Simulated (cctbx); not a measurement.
# Which space group?

Cell: a = 8.9020 Å, b = 8.9020 Å, c = 23.4590 Å, α = 90.00°, β = 90.00°, γ = 120.00°. Expected content of the cell: Tl36 Au18 Lu6 Al6.

Simulated single-crystal data (cctbx): Cu Kα, λ = 1.54184 Å, to d = 0.83 Å, 80 % of the full sphere, strongest reflection 5000 counts, noise from counting, a 6 % proportional error and a noise floor of 15 counts (s.d.); no absorption.

A first pass over the reflections prints:

```text
9533 reflections to d = 0.830 A
centring   violations  <I/sigma> of those
    A        910 of  4795      2.1
    B        917 of  4783      2.2
    C        929 of  4768      2.2
    I        910 of  4781      2.1
    R          0 of  6378     -0.0
    F       1378 of  7173      2.2
Laue class    unique    Rint  (classes that these axes allow; Friedel mates merged)
R -3 :H           663   0.070
R -3 m :H         403   0.074
space group    extra absences  I>4sigma  <I/sigma>
R 3 2 :H                0          0         -  acentric
R 3 m :H                0          0         -  acentric
R 3 c :H              311          0       0.0  acentric
R -3 m :H               0          0         -  centric
R -3 c :H             311          0       0.0  centric
Wilson B = 0.37 A^2   <|E^2-1|> = 0.904 (0.968 centric, 0.736 acentric)   E^2>4: 2.8 %
shell (A)         n   <I/sigma>
 7.82 - 1.66     60     16.1
 1.66 - 1.32     52     19.5
 1.32 - 1.15     52     17.5
 1.15 - 1.05     46     16.6
 1.05 - 0.97     49     10.7
 0.97 - 0.91     46     17.5
 0.91 - 0.87     47     16.5
 0.87 - 0.83     51     13.1
```

Q: Read the symmetry from these tables.

The reflections that R centring forbids are absent (⟨I/σ⟩ near 0), so the lattice is R.

Rint stays low (0.070 to 0.074) up to R -3 m :H, the highest class in these axes.

5 settings pass the absence test. The most absences obeyed, 311, belong to R 3 c and R -3 c, which absences can't tell apart.

⟨|E²−1|⟩ = 0.904 leans to a centrosymmetric structure. The Wilson B of 0.37 Å² means U ≈ 0.0047 Å².

The true group is R-3c (no. 167), Laue class -3m, centrosymmetric. The tables only narrow the choice to the tied entries; cell content, site symmetry and trial solutions must settle it.

The model is made up (kin elements in a known structure type, no relaxation), so it says nothing on whether the phase exists.

[Logs are printed without paths, hosts, clocks, repeated set-up lines and the standing remarks that a program may print on its own settings, such as how far it seeks lower states.]
